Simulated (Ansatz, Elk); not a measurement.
## TiAsPRh: X-ray structure factors from the self-consistent density

Structure refinements treat a crystal as free atoms side by side. For a made-up structure of TiAsPRh (cell and positions from a r2SCAN relaxation) the runs below show what the calculated density changes in F(hkl).

Main program and level: Elk 11.2.3 (patched build); DFT, PBE, all-electron APW+lo, Dirac cores, scalar-relativistic bands, static density, no spin.

This account leaves out most program logs.

The structure was built from a prototype and need not be the compound's stable phase.

## Step 1: The structure

Symmetry: R3m, No. 160, trigonal system. Conventional cell: a = 3.610 Å, b = 3.610 Å, c = 21.312 Å, α = 90.00°, β = 90.00°, γ = 120.00°. Rh has 1 P at 2.31 Å and 3 As at 2.37 Å nearest. Nearest to As lie 3 Rh at 2.37 Å and 1 Ti at 2.54 Å. Nearest to Ti lie 3 P at 2.36 Å and 1 As at 2.54 Å. Nearest to P lie 1 Rh at 2.31 Å and 3 Ti at 2.36 Å. Farther neighbours are not listed.

## Step 2: Ground state and structure factors

An all-electron density is needed, since X-rays see the cores too. Task 0 finds the density and task 195 Fourier-transforms it; tshift is off so that phases refer to the origin typed.

elk.in

```
tasks
  0
  195

xctype
  20

spinpol
  .false.

rgkmax
  7.0

gmaxvr
  14.0

lmaxo
  7

lmaxapw
  8

swidth
  0.002

tshift
  .false.

ramdisk
  .false.

hmaxvr
  5.5

maxscl
  120

epspot
  1e-06

sppath
  './'

avec
  3.41097621473 1.96932803577 13.42459179035
  -3.41097621473 1.96932803577 13.42459179035
  0.00000000000 -3.93865607154 13.42459179035

atoms
  4
  'Rh.in'
  1
  0.0094146816 0.0094146816 0.0094146816   0.000000 0.000000 0.000000
  'As.in'
  1
  0.6228086248 0.6228086248 0.6228086248   0.000000 0.000000 0.000000
  'Ti.in'
  1
  0.5035082766 0.5035082766 0.5035082766   0.000000 0.000000 0.000000
  'P.in'
  1
  0.1180017769 0.1180017769 0.1180017769   0.000000 0.000000 0.000000

ngridk
  7 7 7
```

The run is started by

```
OMP_NUM_THREADS=4 elk
```

It took 85 s on 4 threads of Arm Neoverse V1, shared host; peak memory 0.22 GiB; 4.7 min of CPU time.

SFACRHO.OUT:

```text

h k l indices transformed by vhmat matrix:
   1.000000000       0.000000000       0.000000000    
   0.000000000       1.000000000       0.000000000    
   0.000000000       0.000000000       1.000000000    

      h      k      l  multipl.   |H|            Re(F)            Im(F)           |F|

      0      0      0      1   0.0000000       115.00000     -0.58132095E-15   115.00000    
     -1     -1     -1      1  0.46803548       34.943660       5.8145525       35.424122    
      1      1      1      1  0.46803548       34.943660      -5.8145525       35.424122    
      2      2      2      1  0.93607097       49.471890      -24.422946       55.171987    
     -2     -2     -2      1  0.93607097       49.471890       24.422946       55.171987    
      0      0     -1      3   1.0748897       9.3999699       9.8186993       13.592876    
      0      1      0      3   1.0748897       9.3999699      -9.8186993       13.592876    
      1      1      0      3   1.1083352       56.511472       44.201819       71.745015    
     -1      0     -1      3   1.1083352       56.511472      -44.201819       71.745015    
     -1     -2     -1      3   1.2330788       14.695737      -13.370155       19.867705    
      2      1      1      3   1.2330788       14.695737       13.370155       19.867705    
      2      2      1      3   1.3189164       29.624765       20.253255       35.886223    
     -2     -2     -1      3   1.3189164       29.624765      -20.253255       35.886223    
     -3     -3     -3      1   1.4041065       4.1670873      -3.0352447       5.1553203    
      3      3      3      1   1.4041065       4.1670873       3.0352447       5.1553203    
      2      2      3      3   1.5243664       5.1064504       22.186253       22.766327    
     -2     -2     -3      3   1.5243664       5.1064504      -22.186253       22.766327    
     -3     -3     -2      3   1.6397525       76.991659      -11.821636       77.893945
```

Elk indexes on the primitive cell of elk.in and gives |H| = 4π sin θ/λ in inverse bohr. Below, one row stands for each form hkl of the conventional cell (m members, Friedel mates merged), F is for one primitive cell and the density is static (no thermal factor). Free-atom factors are Waasmaier and Kirfel's, and R is Σm||F|−|F'||/Σm|F|.

| hkl | m | sin θ/λ (Å⁻¹) | abs F, DFT | neutral atoms | diff. | abs of complex diff. |
| --- | --- | --- | --- | --- | --- | --- |
| 003 | 2 | 0.070 | 35.424 | 35.569 | -0.145 | 0.155 |
| 006 | 2 | 0.141 | 55.172 | 54.920 | +0.252 | 0.447 |
| 101 | 6 | 0.162 | 13.593 | 13.646 | -0.053 | 0.055 |
| 012 | 6 | 0.167 | 71.745 | 71.637 | +0.108 | 0.278 |
| 104 | 6 | 0.185 | 19.868 | 20.197 | -0.329 | 0.377 |
| 015 | 6 | 0.198 | 35.886 | 36.068 | -0.182 | 0.242 |
| 009 | 2 | 0.211 | 5.155 | 5.012 | +0.143 | 0.171 |
| 107 | 6 | 0.229 | 22.766 | 22.838 | -0.072 | 0.142 |
| 018 | 6 | 0.247 | 77.894 | 78.303 | -0.409 | 0.409 |
| 110 | 6 | 0.277 | 77.801 | 78.042 | -0.241 | 0.241 |
| 0 0 12 | 2 | 0.281 | 32.597 | 33.116 | -0.519 | 0.570 |
| 1 0 10 | 6 | 0.284 | 68.954 | 69.332 | -0.378 | 0.378 |
| 113 | 12 | 0.286 | 28.163 | 28.243 | -0.080 | 0.102 |
| 0 1 11 | 6 | 0.304 | 22.900 | 23.020 | -0.120 | 0.124 |

## Step 3: The highest occupied states alone

An energy window below the Fermi level keeps the highest occupied states, to see at which angles they scatter; shallow core shells can lie inside it and anion s states outside. No new self-consistency is needed.

Edit elk.in of step 2 so:

```diff
@@ -1,3 +1,2 @@
 tasks
-  0
   195
@@ -40,2 +39,5 @@
 
+wsfac
+  -0.314690 0.536550
+
 sppath
```

The run is started by

```
OMP_NUM_THREADS=4 elk
```

It took 13 s on 4 threads; peak memory 0.17 GiB; 18 s of CPU time.

States within 15 eV below the Fermi level hold 23.00 electrons; any levels below the window count with the cores. Their amplitudes can exceed the total, where window and core parts have opposite phase:

| hkl | sin θ/λ (Å⁻¹) | abs F, window | abs F, all |
| --- | --- | --- | --- |
| 003 | 0.070 | 5.066 | 35.424 |
| 006 | 0.141 | 6.395 | 55.172 |
| 101 | 0.162 | 3.619 | 13.593 |
| 012 | 0.167 | 7.025 | 71.745 |
| 104 | 0.185 | 2.522 | 19.868 |
| 015 | 0.198 | 2.343 | 35.886 |
| 009 | 0.211 | 2.749 | 5.155 |
| 107 | 0.229 | 2.040 | 22.766 |
| 018 | 0.247 | 3.200 | 77.894 |
| 110 | 0.277 | 2.341 | 77.801 |

## Step 4: Another functional

The difference from free atoms is small, so it is set against the change that LDA (Perdew-Wang) makes.

Edit elk.in of step 3 so:

```diff
@@ -1,2 +1,3 @@
 tasks
+  0
   195
@@ -4,3 +5,3 @@
 xctype
-  20
+  3
 
@@ -39,5 +40,2 @@
 
-wsfac
-  -0.314690 0.536550
-
 sppath
```

The run is started by

```
OMP_NUM_THREADS=4 elk
```

It took 66 s on 4 threads; peak memory 0.17 GiB.

Against the first run R = 0.03 %; the largest change is +0.034 at 1 0 22.

## Step 5: A coarser k-mesh

About half the k-points along each axis test the sampling.

Edit elk.in of step 4 so:

```diff
@@ -5,3 +5,3 @@
 xctype
-  3
+  20
 
@@ -64,2 +64,2 @@
 ngridk
-  7 7 7
+  4 4 4
```

The run is started by

```
OMP_NUM_THREADS=4 elk
```

Wall time 37 s (4 threads); peak memory 0.22 GiB; 90 s of CPU time.

Against the first run R = 0.00 %; the largest change is +0.014 at 006.

## Step 6: Basis size

A smaller basis shows how fast F responds to it; the change is likely larger than the basis error of the first run, but doesn't show convergence.

Edit elk.in of step 5 so:

```diff
@@ -11,3 +11,3 @@
 rgkmax
-  7.0
+  5.5
 
@@ -64,2 +64,2 @@
 ngridk
-  4 4 4
+  7 7 7
```

The run is started by

```
OMP_NUM_THREADS=4 elk
```

The job ended after 60 s (4 threads; peak memory 0.21 GiB; 3 min of CPU time).

Against the first run R = 0.05 %; the largest change is +0.103 at 208.

## Step 7: Settings against the effect

| run | R against the first run (%) | R against neutral atoms, low angle (%) | wall time |
| --- | --- | --- | --- |
| PBE, rgkmax 7 | 0.00 | 0.47 | 85 s |
| LDA (Perdew-Wang) | 0.03 | 0.48 | 66 s |
| k-mesh 4×4×4 | 0.00 | 0.47 | 37 s |
| rgkmax 5.5 | 0.05 | 0.49 | 60 s |

## Step 8: Results

| Item | Value |
| --- | --- |
| R against neutral atoms, sin θ/λ < 0.3 Å⁻¹ | 0.47 % |
| R against neutral atoms, 0.3 to 0.77 Å⁻¹ | 0.22 % |

**Reading.** Independent neutral atoms miss the calculated amplitudes by R = 0.47 % below 0.3 Å⁻¹ and 0.22 % from there to 0.77 Å⁻¹; by shells, 0.44 % below 0.15 Å⁻¹ (2 forms), 0.47 % 0.15 to 0.3 (11 forms), 0.35 % 0.3 to 0.45 (24 forms), 0.19 % above 0.45 (112 forms). Bonding, aspherical density and the tables' own atoms all enter these figures, and the runs don't part them. The largest change of an amplitude is -0.52 electrons, at 0 0 12. R counts amplitudes alone; phases shift too. The window's part falls from 23.0 electrons at the origin to at most 0.35 between 0.45 and 0.77 Å⁻¹. Below 0.3 Å⁻¹ the changes that finished (LDA (Perdew-Wang), k-mesh 4×4×4 and rgkmax 5.5) move F by R = 0.06 % at most, against the 0.47 % that separates it from free atoms. These runs have no spin, though d or f shells may be open. Part of the difference isn't bonding: the tables are fits to free atoms and ions calculated by other methods than this functional. Thermal motion, anomalous dispersion and extinction are left out.

[Logs are printed without paths, hosts, clocks, repeated set-up lines and the standing remarks that a program may print on its own settings, such as how far it seeks lower states.]

[Hosts, paths, dates, database ids (printed as entryN), source tags and the programs' standing remarks are cut or masked in the printed files.]
